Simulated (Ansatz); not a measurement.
# Phonons of TiGaSn in the AlB2 type

Question: is the lattice of TiGaSn in the AlB2 type stable, and if so, what are its coupling constant and resistivity?

Program: Ansatz 0.2.0. Level of theory: DFT PBE, scalar-relativistic, plane waves, PAW; PAW set soft_1. Results are calculated unless marked as measured.

The structure was built from a prototype and need not be the compound's stable phase.

### 1. The starting structure

The structure is hexagonal, space group P-6m2 (No. 187). The conventional cell has a = 4.134 Å, b = 4.134 Å, c = 4.341 Å, α = 90.00°, β = 90.00°, γ = 120.00°. Ti has 6 Ga at 3.23 Å and 6 Sn at 3.23 Å nearest. Nearest to Ga lie 3 Sn at 2.39 Å and 6 Ti at 3.23 Å. Sn has 3 Ga at 2.39 Å and 6 Ti at 3.23 Å nearest. Farther neighbours are not listed.

### 2. Relaxing cell and atoms

Lattice constant and positions set the bands and the force constants, so the cell is relaxed first.

File input.yaml:

```yaml
crystal:
  lattice:
    - [4.1342, 0.0, 0.0]
    - [-2.0671, 3.58032, 0.0]
    - [0.0, 0.0, 4.34091]
  atoms:
    - { symbol: Ti, position: [0.0, 0.0, 0.0] }
    - { symbol: Ga, position: [0.33333333, 0.66666667, 0.5] }
    - { symbol: Sn, position: [0.66666667, 0.33333333, 0.5] }
kpoints:
  mp_grid: { grid: [9, 9, 8] }
hamiltonian:
  xc: pbe
  pseudopotentials: { kind: paw, azcp: { folder: soft_1 } }
scf:
  occupations: { method: gaussian, width: 0.1 }
output:
  forces: true
  stress: true
  eigenvalues: true
relax:
  adjacent_minimum: "off"
  f_tol: 0.005
  max_steps: 80
  cell: { stress_tol: 0.05 }
```

Run with:

```sh
ansatz run input.yaml --threads 4 --pin off --max-ram 12288MiB --backend cpu --events-out ev --progress --plain --runs-dir out
```

Numbers of over 12 decimals in the logs are rounded to 6 here.

The program printed:

```text
Engine: ansatz 0.2.0, x86_64-unknown-linux-gnu
Pseudopotentials: kind: paw
Pseudopotential: Ti, paw, valence charge 12, recommended cutoff 420 eV (normal), soft_1/Ti.paw.azcp
Pseudopotential: Ga, paw, valence charge 13, recommended cutoff 420 eV (normal), soft_1/Ga.paw.azcp
Pseudopotential: Sn, paw, valence charge 14, recommended cutoff 420 eV (normal), soft_1/Sn.paw.azcp
Functional definition: PBE
  parameter kappa = 0.804
  parameter beta = 0.066725
  exchange = pbe_x(kappa = kappa, mu = beta*pi^2/3)
  correlation = pbe_c(beta = beta)
Crystal: 3 atoms, lattice volume = 64.253 Å³
Basis set: ecut = 420 eV, 1203 PW (Γ), exchange–correlation on 60×60×60 points (8 copies of the dense FFT grid, shifted against one another)
Bands: 24, of which v1, the nominal top of the filled ones, is band 20 counted from 1 (19 counted from 0)
Symmetry: 12 space group operations
Space group: P-6m2 (ITA 187), of the structure as read, at distance tolerance 4.0e-5 Å
k-points: 60 of 648 (time reversal used)
Non-local potential: Ti, projectors of the file, l = 0: 3, l = 1: 2, l = 2: 3, l = 3: 1
Non-local potential: Ga, projectors of the file, l = 0: 2, l = 1: 2, l = 2: 3, l = 3: 1
Non-local potential: Sn, projectors of the file, l = 0: 2, l = 1: 2, l = 2: 2, l = 3: 1
PAW form: soft (Blöchl's): semilocal exchange-correlation on the pseudo side does not see the compensation charge
PAW one-centre angular grid: Ti, 590 points (default); XC on 64 Gauss nodes
PAW one-centre angular grid: Ga, 590 points (default); XC on 64 Gauss nodes
PAW one-centre angular grid: Sn, 590 points (default); XC on 64 Gauss nodes
Initial density: superposition of atomic densities (chi_scale 0.1, normalization cell, long waves kept (reshape's long-wave potential 0.00 eV rms))
Initial wavefunctions: pseudopotential atomic-orbital guess
Functional: x = pbe(κ = 0.804, μ = 0.219515), c = pbe(β = 0.066725)
SCF iter   1: F=—  HF=-12305.523227 eV  |F-HF|=—  |Δ(HF+E_count)|=         —  Δρ=4.46e-2  dr2=2.07e0  ethr=3.10e-3  ⟨swp⟩=5.8  Hψ=5935  notcnv=0
preconditioner: auto → Kerker (q_TF=auto, 2.510 Å⁻¹)  [metal: Δε(μ)=0.011 eV  Ē_g=13.505 eV  σ=0.100 eV  W_gap=0.06  n_scr=20 (ndim 8)  ℏωp=25.8 eV  f_vac=0.000  D(μ)=5.08/eV (n_scr^D=58)]
SCF iter   2: F=—  HF=-12305.237340 eV  |F-HF|=—  |Δ(HF+E_count)|=   2.86e-1  Δρ=2.19e-2  dr2=3.37e-1  ethr=3.10e-3  ⟨swp⟩=3.0  Hψ=2960  notcnv=0
SCF iter   3: F=—  HF=-12305.213090 eV  |F-HF|=—  |Δ(HF+E_count)|=   2.43e-2  Δρ=7.09e-3  dr2=3.22e-2  ethr=8.63e-4  ⟨swp⟩=2.0  Hψ=2340  notcnv=0
SCF iter   4: F=—  HF=-12305.204736 eV  |F-HF|=—  |Δ(HF+E_count)|=   8.35e-3  Δρ=3.68e-3  dr2=7.48e-3  ethr=8.25e-5  ⟨swp⟩=2.0  Hψ=2356  notcnv=0
SCF iter   5: F=—  HF=-12305.202558 eV  |F-HF|=—  |Δ(HF+E_count)|=   2.18e-3  Δρ=7.17e-4  dr2=5.59e-4  ethr=1.92e-5  ⟨swp⟩=2.0  Hψ=2022  notcnv=0
SCF iter   6: F=—  HF=-12305.202502 eV  |F-HF|=—  |Δ(HF+E_count)|=   5.56e-5  Δρ=2.09e-4  dr2=3.25e-5  ethr=1.43e-6  ⟨swp⟩=2.0  Hψ=2074  notcnv=0
SCF iter   7: F=—  HF=-12305.202495 eV  |F-HF|=—  |Δ(HF+E_count)|=   7.41e-6  Δρ=7.81e-5  dr2=3.96e-6  ethr=8.34e-8  ⟨swp⟩=2.0  Hψ=2115  notcnv=0
SCF iter   8: F=—  HF=-12305.202494 eV  |F-HF|=—  |Δ(HF+E_count)|=   1.10e-6  Δρ=3.20e-5  dr2=6.28e-7  ethr=1.02e-8  ⟨swp⟩=2.5  Hψ=2521  notcnv=0
SCF iter   9: F=—  HF=-12305.202494 eV  |F-HF|=—  |Δ(HF+E_count)|=   1.25e-8  Δρ=1.20e-5  dr2=1.18e-7  ethr=2.56e-10  ⟨swp⟩=6.0  Hψ=6224  notcnv=0
SCF iter  10: F=-12305.202494 eV  HF=-12305.202494 eV  |F-HF|=7.12e-9  |Δ(HF+E_count)|=   1.74e-8  Δρ=3.76e-6  dr2=8.80e-9  ethr=2.56e-10  ⟨swp⟩=4.9  Hψ=4900  notcnv=0
SCF 1 converged in 10 iterations: F = -12305.202494 eV  dr2 = 8.80e-9
  greatest PAW one-centre occupation: 0.999 electrons in one spin orbital (limit 2), on the Ti atom at site 0 (counted from 0), in its partial waves of l = 0
relax step   1: F+E_penalty+E_count = -12305.20249362 eV  Δ(F+E_penalty+E_count) = +0.000e0 eV  max|allowed force component| = 9.599e-17 eV/Å  Δτ_max = 0.0000 Å  P = +4.482 GPa  Ω = 64.253 Å³  (10 SCF iters, dr2 threshold 1.00e-7 eV, accepted)
Crystal: 3 atoms, lattice volume = 64.740 Å³
Basis set: ecut = 420 eV, 1255 PW (Γ), exchange–correlation on 60×60×60 points (8 copies of the dense FFT grid, shifted against one another)
Initial density: handed on by an earlier stage of this run
Initial wavefunctions: those handed on with the density
iter 1 solved again at ethr=3.11e-5 eV; its pass at ethr=3.10e-3 eV (dr2=1.21e-2 eV) is discarded
SCF iter   1: F=—  HF=-12305.691318 eV  |F-HF|=—  |Δ(HF+E_count)|=         —  Δρ=4.72e-3  dr2=1.24e-2  ethr=3.11e-5  ⟨swp⟩=2.0  Hψ=9096  notcnv=0
preconditioner: auto → Kerker (q_TF=auto, 2.507 Å⁻¹)  [metal: Δε(μ)=0.003 eV  Ē_g=14.563 eV  σ=0.100 eV  W_gap=0.02  n_scr=20 (ndim 8)  ℏωp=25.7 eV  f_vac=0.000  D(μ)=4.44/eV (n_scr^D=58)]
SCF iter   2: F=—  HF=-12305.690807 eV  |F-HF|=—  |Δ(HF+E_count)|=   5.11e-4  Δρ=2.94e-3  dr2=5.90e-3  ethr=3.11e-5  ⟨swp⟩=1.0  Hψ=1440  notcnv=0
SCF iter   3: F=—  HF=-12305.689990 eV  |F-HF|=—  |Δ(HF+E_count)|=   8.17e-4  Δρ=3.78e-4  dr2=1.02e-4  ethr=1.51e-5  ⟨swp⟩=2.0  Hψ=1765  notcnv=0
SCF iter   4: F=—  HF=-12305.689997 eV  |F-HF|=—  |Δ(HF+E_count)|=   6.65e-6  Δρ=2.70e-4  dr2=4.75e-5  ethr=2.60e-7  ⟨swp⟩=2.6  Hψ=2675  notcnv=0
SCF iter   5: F=—  HF=-12305.689970 eV  |F-HF|=—  |Δ(HF+E_count)|=   2.70e-5  Δρ=1.01e-4  dr2=7.03e-6  ethr=1.22e-7  ⟨swp⟩=3.0  Hψ=2224  notcnv=0
SCF iter   6: F=—  HF=-12305.689969 eV  |F-HF|=—  |Δ(HF+E_count)|=   4.11e-7  Δρ=3.73e-5  dr2=1.06e-6  ethr=1.80e-8  ⟨swp⟩=2.0  Hψ=2058  notcnv=0
SCF iter   7: F=-12305.689969 eV  HF=-12305.689969 eV  |F-HF|=4.39e-9  |Δ(HF+E_count)|=   1.74e-7  Δρ=1.00e-5  dr2=6.31e-8  ethr=7.69e-10  ⟨swp⟩=7.4  Hψ=7643  notcnv=0
SCF 2 converged in 7 iterations: F = -12305.689969 eV  dr2 = 6.31e-8
relax step   2: F+E_penalty+E_count = -12305.68996909 eV  Δ(F+E_penalty+E_count) = -4.875e-1 eV  max|allowed force component| = 2.853e-17 eV/Å  Δτ_max = 0.0000 Å  P = +0.329 GPa  Ω = 64.740 Å³  energy of the carried Pulay correction = -3.468e-5 eV  (7 SCF iters, dr2 threshold 3.00e-7 eV, accepted)
Crystal: 3 atoms, lattice volume = 63.171 Å³
Basis set: ecut = 420 eV, 1207 PW (Γ), exchange–correlation on 60×60×60 points (8 copies of the dense FFT grid, shifted against one another)
iter 1 solved again at ethr=3.30e-5 eV; its pass at ethr=3.10e-3 eV (dr2=1.29e-2 eV) is discarded
SCF iter   1: F=—  HF=-12305.979468 eV  |F-HF|=—  |Δ(HF+E_count)|=         —  Δρ=3.59e-3  dr2=1.29e-2  ethr=3.30e-5  ⟨swp⟩=2.0  Hψ=9633  notcnv=0
[...]
relax step   8: F+E_penalty+E_count = -12306.98562622 eV  Δ(F+E_penalty+E_count) = -1.615e-1 eV  max|allowed force component| = 1.044e-16 eV/Å  Δτ_max = 0.0000 Å  P = +3.789 GPa  Ω = 54.720 Å³  energy of the carried Pulay correction = +1.703e-3 eV  (7 SCF iters, dr2 threshold 3.00e-7 eV, accepted)
relax step   9: F+E_penalty+E_count = -12307.01244155 eV  Δ(F+E_penalty+E_count) = -2.682e-2 eV  max|allowed force component| = 7.604e-17 eV/Å  Δτ_max = 0.0000 Å  P = +0.432 GPa  Ω = 56.626 Å³  energy of the carried Pulay correction = +1.391e-3 eV  (6 SCF iters, dr2 threshold 3.00e-7 eV, accepted)
relax step  10: F+E_penalty+E_count = -12307.01325956 eV  Δ(F+E_penalty+E_count) = -8.180e-4 eV  max|allowed force component| = 9.888e-17 eV/Å  Δτ_max = 0.0000 Å  P = -0.059 GPa  Ω = 56.934 Å³  energy of the carried Pulay correction = +1.343e-3 eV  (6 SCF iters, dr2 threshold 3.00e-7 eV, accepted)
relax step  11: F+E_penalty+E_count = -12307.01328696 eV  Δ(F+E_penalty+E_count) = -2.740e-5 eV  max|allowed force component| = 5.387e-17 eV/Å  Δτ_max = 0.0000 Å  P = +0.015 GPa  Ω = 56.888 Å³  energy of the carried Pulay correction = +1.350e-3 eV  (6 SCF iters, dr2 threshold 5.43e-8 eV, accepted)
relax step  12: F+E_penalty+E_count = -12307.02604834 eV  Δ(F+E_penalty+E_count) = -1.276e-2 eV  max|allowed force component| = 4.000e-17 eV/Å  Δτ_max = 0.0000 Å  P = +0.495 GPa  Ω = 56.888 Å³  stress off target by 7.25e-1 GPa  SCF on the basis re-selected at this cell (its energy is not comparable with the rows above)  (8 SCF iters)
relax step  13: F+E_penalty+E_count = -12307.02695210 eV  Δ(F+E_penalty+E_count) = -9.038e-4 eV  max|allowed force component| = 2.138e-16 eV/Å  Δτ_max = 0.0000 Å  P = +0.061 GPa  Ω = 57.202 Å³  energy of the carried Pulay correction = -6.586e-5 eV  (6 SCF iters, dr2 threshold 3.00e-7 eV, accepted)
relax step  14: F+E_penalty+E_count = -12307.02696495 eV  Δ(F+E_penalty+E_count) = -1.285e-5 eV  max|allowed force component| = 4.000e-17 eV/Å  Δτ_max = 0.0000 Å  P = +0.004 GPa  Ω = 57.246 Å³  energy of the carried Pulay correction = -7.508e-5 eV  (6 SCF iters, dr2 threshold 2.55e-8 eV, accepted)
Basis set: ecut = 420 eV, 1125 PW (Γ), exchange–correlation on 72×72×40 points (8 copies of the dense FFT grid, shifted against one another)
iter 1 solved again at ethr=3.39e-8 eV; its pass at ethr=3.10e-3 eV (dr2=1.32e-5 eV) is discarded
SCF iter   1: F=—  HF=-12307.027012 eV  |F-HF|=—  |Δ(HF+E_count)|=         —  Δρ=1.12e-4  dr2=1.55e-7  ethr=3.39e-8  ⟨swp⟩=4.0  Hψ=10277  notcnv=0
preconditioner: auto → none  [metal: Δε(μ)=0.010 eV  Ē_g=14.726 eV  σ=0.100 eV  W_gap=0.06  n_scr=8 (ndim 8)  ℏωp=27.3 eV  f_vac=0.000  D(μ)=3.75/eV (n_scr^D=44)]
SCF iter   2: F=—  HF=-12307.027025 eV  |F-HF|=—  |Δ(HF+E_count)|=   1.30e-5  Δρ=5.59e-5  dr2=4.33e-8  ethr=3.97e-10  ⟨swp⟩=2.1  Hψ=2382  notcnv=0
SCF iter   3: F=—  HF=-12307.027032 eV  |F-HF|=—  |Δ(HF+E_count)|=   6.60e-6  Δρ=5.25e-6  dr2=4.79e-9  ethr=1.11e-10  ⟨swp⟩=2.0  Hψ=1908  notcnv=0
SCF iter   4: F=—  HF=-12307.027032 eV  |F-HF|=—  |Δ(HF+E_count)|=   3.46e-8  Δρ=5.69e-7  dr2=5.20e-11  ethr=1.23e-11  ⟨swp⟩=2.0  Hψ=2062  notcnv=0
iter 5 did not close the SCF: its close was put off for the readings that it lacked (scf_convergence_deferred on its scf_iter line)
SCF iter   5: F=-12307.027032 eV  HF=-12307.027032 eV  |F-HF|=2.36e-11  |Δ(HF+E_count)|=  3.51e-10  Δρ=1.79e-7  dr2=6.93e-12  ethr=1.00e-12  ⟨swp⟩=1.0  Hψ=1440  notcnv=0
iter 6 did not close the SCF: its close was put off for the readings that it lacked (scf_convergence_deferred on its scf_iter line)
SCF iter   6: F=-12307.027032 eV  HF=-12307.027032 eV  |F-HF|=0.00e0  |Δ(HF+E_count)|=  3.09e-11  Δρ=3.33e-8  dr2=4.93e-13  ethr=1.00e-12  ⟨swp⟩=1.0  Hψ=1440  notcnv=0
iter 7 did not close the SCF: its close was put off for the readings that it lacked (scf_convergence_deferred on its scf_iter line)
SCF iter   7: F=-12307.027032 eV  HF=-12307.027032 eV  |F-HF|=7.28e-12  |Δ(HF+E_count)|=  3.64e-12  Δρ=1.34e-8  dr2=4.27e-14  ethr=1.00e-12  ⟨swp⟩=1.0  Hψ=1440  notcnv=0
iter 8 did not close the SCF: its close was put off for the readings that it lacked (scf_convergence_deferred on its scf_iter line)
SCF iter   8: F=-12307.027032 eV  HF=-12307.027032 eV  |F-HF|=0.00e0  |Δ(HF+E_count)|=  3.64e-12  Δρ=1.63e-9  dr2=3.13e-16  ethr=1.00e-12  ⟨swp⟩=1.0  Hψ=1440  notcnv=0
SCF iter   9: F=-12307.027032 eV  HF=-12307.027032 eV  |F-HF|=3.64e-12  |Δ(HF+E_count)|=  3.64e-12  Δρ=2.07e-10  dr2=1.61e-17  ethr=1.00e-12  ⟨swp⟩=2.8  Hψ=3818  notcnv=0
SCF 15 converged in 9 iterations: F = -12307.027032 eV  dr2 = 1.61e-17
relax step  15: F+E_penalty+E_count = -12307.02703177 eV  Δ(F+E_penalty+E_count) = -6.682e-5 eV  max|allowed force component| = 5.175e-17 eV/Å  Δτ_max = 0.0000 Å  P = +0.003 GPa  Ω = 57.246 Å³  stress off target by 6.52e-3 GPa  SCF on the basis re-selected at this cell (its energy is not comparable with the rows above)  (9 SCF iters)
basis re-selected at this cell: Δ(F+E_penalty+E_count) = -6.682e-5 eV, ΔP = -0.001 GPa vs the last step (what re-selecting the basis moved, of the pressure what is left beyond the Pulay correction that the steps carried, after the strain that the cell walked since its last selection, with what the two solves' SCF thresholds leave and, on support functions, any second-order correction that the steps lacked; it is no measure of the basis error at this ecutwfc). The dense FFT grid was sized anew with the basis: this SCF ran on 36×36×20 points, the steps before it on 32×32×20, so part of this shift can come from that change (see relax.cell in the input reference). [rest of the remark cut]
SCF converged after 9 iterations
Free energy (F): -12307.027032 eV
Harris-Foulkes:  -12307.027032 eV  (|F-HF|=3.64e-12)
Internal energy: -12307.008301 eV  (E = F + TS)
E sigma→0 (E₀):  -12307.017666 eV
Entropy (-TS):   -0.018731 eV (-6.244 meV/atom)
Fermi energy:    12.897935 eV
--- Per-component energies (eV) ---
  E_band       = -217.232450
  E_kinetic    = 561.294352
  E_local      = -2949.613973  (includes V_loc(G=0)·N_el)
  E_nonlocal   = 112.316802
  E_hartree    = 1621.193852
  E_xc         = -305.690135
  E_vxc        = -282.284543  (∫ρ·V_xc dr)
  E_paw        = -7401.773424  (= ΣΔE_a)
  E_vpaw       = -901.332828  (= ΣTr[D̂ρ^β])
  E_aug_tail   = 0.000037  (compensation charges beyond the density's cutoff)
  E_ewald      = -3944.735813
  E_smearing   = -0.018731  (= −TS)
  E_closure    = 0.000000  (closes the sum)
  Σ components = -12307.027032   (vs F -12307.027032, Δ=0.00e0)
--- Forces (eV/Å), atoms counted from 1 ---
  atom   1  Ti    -0.00000000    -0.00000000    -0.00000000
  atom   2  Ga     0.00000000     0.00000000    -0.00000000
  atom   3  Sn     0.00000000    -0.00000000     0.00000000
  max |Σ_I F_I| component: 6.68e-17 eV/Å
--- Stress (GPa, compression-positive) ---
        0.006522      -0.000000       0.000000
       -0.000000       0.006522       0.000000
        0.000000       0.000000      -0.003154
  P = ⅓ Tr σ = 0.0033 GPa (0.033 kbar)
--- Band table (eV; the first three rows and the last of 60) ---
  k-point 0: bands = [... 16 lower, 9.4025, 9.4025, 11.7449, 13.0355, 13.0355, 14.8864, 14.8864, 15.7348]
  k-point 1: bands = [... 16 lower, 9.6944, 9.6944, 12.0540, 12.8004, 12.8004, 15.2446, 15.2446, 15.6812]
  k-point 2: bands = [... 16 lower, 10.5311, 10.5311, 11.8972, 12.3371, 12.3371, 14.6368, 15.4131, 15.4131]
  k-point 59: bands = [... 16 lower, 8.9647, 10.3848, 10.6860, 13.2737, 13.7089, 13.7737, 14.1787, 14.2348]
--- Relaxed structure (13 steps of the walk, 13 accepted, 2 SCFs on fresh bases) ---
  F+E_penalty+E_count = -12307.02703177 eV   max|allowed force component| = 5.175e-17 eV/Å   (the final SCF, on the basis selected at the relaxed cell)
  cell:  # Å, volume = 57.2455 Å³
    - [4.800092, 7.392898171937995e-17, 0]
    - [-2.400046, 4.157001, 0]
    - [0, 0, 2.868877]
  atoms:
    - { symbol: Ti, position: [0, 0, 0] }
    - { symbol: Ga, position: [0.333333, 0.666667, 0.5] }
    - { symbol: Sn, position: [0.666667, 0.333333, 0.5] }
```

The job ended after 48 s (4 threads of INTEL XEON PLATINUM 8581C at 2.10GHz (Emerald Rapids), shared host; peak memory 0.55 GiB).

The steps of the relaxation:

| step | energy less that of the first step (eV) | largest force component (eV/Å) | pressure (GPa) | volume (Å³) |
| --- | --- | --- | --- | --- |
| 1 | 0.0000 | 0.0000 | 4.48 | 64.25 |
| 2 | -0.4875 | 0.0000 | 0.33 | 64.74 |
| 3 | -0.7741 | 0.0000 | -0.19 | 63.17 |
| 4 | -0.9811 | 0.0000 | 0.06 | 61.34 |
| 5 | -1.1319 | 0.0000 | 0.67 | 59.54 |
| 6 | -1.3349 | 0.0000 | 1.20 | 58.02 |
| 7 | -1.6216 | 0.0000 | 1.91 | 56.30 |
| 8 | -1.7831 | 0.0000 | 3.79 | 54.72 |
| 9 | -1.8099 | 0.0000 | 0.43 | 56.63 |
| 10 | -1.8108 | 0.0000 | -0.06 | 56.93 |
| 11 | -1.8108 | 0.0000 | 0.02 | 56.89 |
| 12* | -1.8236 | 0.0000 | 0.49 | 56.89 |
| 13 | -1.8245 | 0.0000 | 0.06 | 57.20 |
| 14 | -1.8245 | 0.0000 | 0.00 | 57.25 |
| 15* | -1.8245 | 0.0000 | 0.00 | 57.25 |

Relaxation steps marked * repeat the geometry before them on a plane-wave basis chosen anew for their cell, so energy and pressure can jump there.

Forces are held to the 12 operations that the run works with; a distortion that breaks them can't arise in this run.

| cell as run | before | after | change |
| --- | --- | --- | --- |
| a (Å) | 4.134 | 4.800 | +16.1 % |
| b (Å) | 4.134 | 4.800 | +16.1 % |
| c (Å) | 4.341 | 2.869 | -33.9 % |
| volume (Å³/atom) | 21.42 | 19.08 | -10.9 % |

The relaxed structure:

```cif
data_structure
_symmetry_space_group_name_H-M 'P 1'
_symmetry_Int_Tables_number 1
_cell_length_a 4.8001
_cell_length_b 4.8001
_cell_length_c 2.8689
_cell_angle_alpha 90.000
_cell_angle_beta 90.000
_cell_angle_gamma 120.000
_cell_volume 57.25
loop_
_atom_site_label
_atom_site_type_symbol
_atom_site_fract_x
_atom_site_fract_y
_atom_site_fract_z
_atom_site_occupancy
Ti1 Ti 0.00000 0.00000 0.00000 1
Ga2 Ga 0.33333 0.66667 0.50000 1
Sn3 Sn 0.66667 0.33333 0.50000 1
```

Numbers from this step:

| Property | Result |
| --- | --- |
| pressure | 0.003297 GPa |
| volume per atom | 19.08 Å³/atom |
| metallic on mesh | yes |
| gap on the k-mesh | 0 eV |

The largest force is now zero by symmetry and the largest stress component 0.0065 GPa.

### 3. Relaxation

The relaxation is repeated from the new cell as a check.

input.yaml, the sections that differ from step 2:

```yaml
crystal:
  lattice:
    - [4.8000917848, 0.0, 0.0]
    - [-2.4000458924, 4.1570014262, 0.0]
    - [0.0, 0.0, 2.8688766305]
  atoms:
    - { symbol: Ti, position: [0.0, 0.0, 0.0] }
    - { symbol: Ga, position: [0.3333333333, 0.6666666667, 0.5] }
    - { symbol: Sn, position: [0.6666666667, 0.3333333333, 0.5] }
kpoints:
  mp_grid: { grid: [9, 9, 10] }
# hamiltonian, scf, output, relax: as in step 2
```

The program printed:

```text
[the first part of the log is left out]
  E_vxc        = -282.267262  (∫ρ·V_xc dr)
  E_paw        = -7401.733335  (= ΣΔE_a)
  E_vpaw       = -901.275520  (= ΣTr[D̂ρ^β])
  E_aug_tail   = 0.000025  (compensation charges beyond the density's cutoff)
  E_ewald      = -3943.455010
  E_smearing   = -0.014685  (= −TS)
  E_closure    = -0.000000  (closes the sum)
  Σ components = -12307.044389   (vs F -12307.044389, Δ=0.00e0)
[...]
--- Stress (GPa, compression-positive) ---
        0.027065      -0.000000       0.000000
        0.000000       0.027065       0.000000
        0.000000       0.000000       0.007006
  P = ⅓ Tr σ = 0.0204 GPa (0.204 kbar)
--- Band table (eV; the first three rows and the last of 72) ---
[...]
--- Relaxed structure (4 steps of the walk, 4 accepted, 1 SCFs on fresh bases) ---
[...]
cell:  # Å, volume = 57.3040 Å³
    - [4.823998, 0.0, 0.0]
    - [-2.411999, 4.177705, 0.0]
    - [0.0, 0.0, 2.843416]
  atoms:
    - { symbol: Ti, position: [0, 0, 0.0] }
    - { symbol: Ga, position: [0.333333, 0.666667, 0.500000] }
    - { symbol: Sn, position: [0.666667, 0.333333, 0.500000] }
```

It took 13 s on 4 threads; peak memory 0.54 GiB.

Step by step:

| step | energy less that of the first step (eV) | largest force component (eV/Å) | pressure (GPa) | volume (Å³) |
| --- | --- | --- | --- | --- |
| 1 | 0.0000 | 0.0000 | -0.01 | 57.25 |
| 2 | -0.0030 | 0.0000 | 0.23 | 57.20 |
| 3 | -0.0034 | 0.0000 | -0.09 | 57.38 |
| 4 | -0.0035 | 0.0000 | 0.02 | 57.30 |
| 5 | -0.0035 | 0.0000 | 0.02 | 57.30 |

The log counts 1 steps on a newly chosen plane-wave basis, not all of them marked here; energy and pressure can jump at such steps.

| conventional cell, symmetrised | before | after | change |
| --- | --- | --- | --- |
| a (Å) | 4.800 | 4.824 | +0.5 % |
| b (Å) | 4.800 | 4.824 | +0.5 % |
| c (Å) | 2.869 | 2.843 | -0.9 % |
| volume (Å³/atom) | 19.08 | 19.10 | +0.1 % |

Final coordinates:

```xyz
3
Lattice="4.8240 0.0000 0.0000 -2.4120 4.1777 0.0000 0.0000 0.0000 2.8434" Properties=species:S:1:pos:R:3 pbc="T T T"
Ti    0.0000    0.0000    0.0000
Ga    0.0000    2.7851    1.4217
Sn    2.4120    1.3926    1.4217
```

Numbers from this step:

```
pressure        : 0.02038 GPa
volume per atom : 19.10 Å³/atom
```

The largest force is now zero by symmetry and the largest stress component 0.027 GPa.

(Continued in part 2 of 3.)

[Logs are printed without paths, hosts, clocks, repeated set-up lines and the standing remarks that a program may print on its own settings, such as how far it seeks lower states.]

[Hosts, paths, dates, database ids (printed as entryN), source tags and the programs' standing remarks are cut or masked in the printed files.]
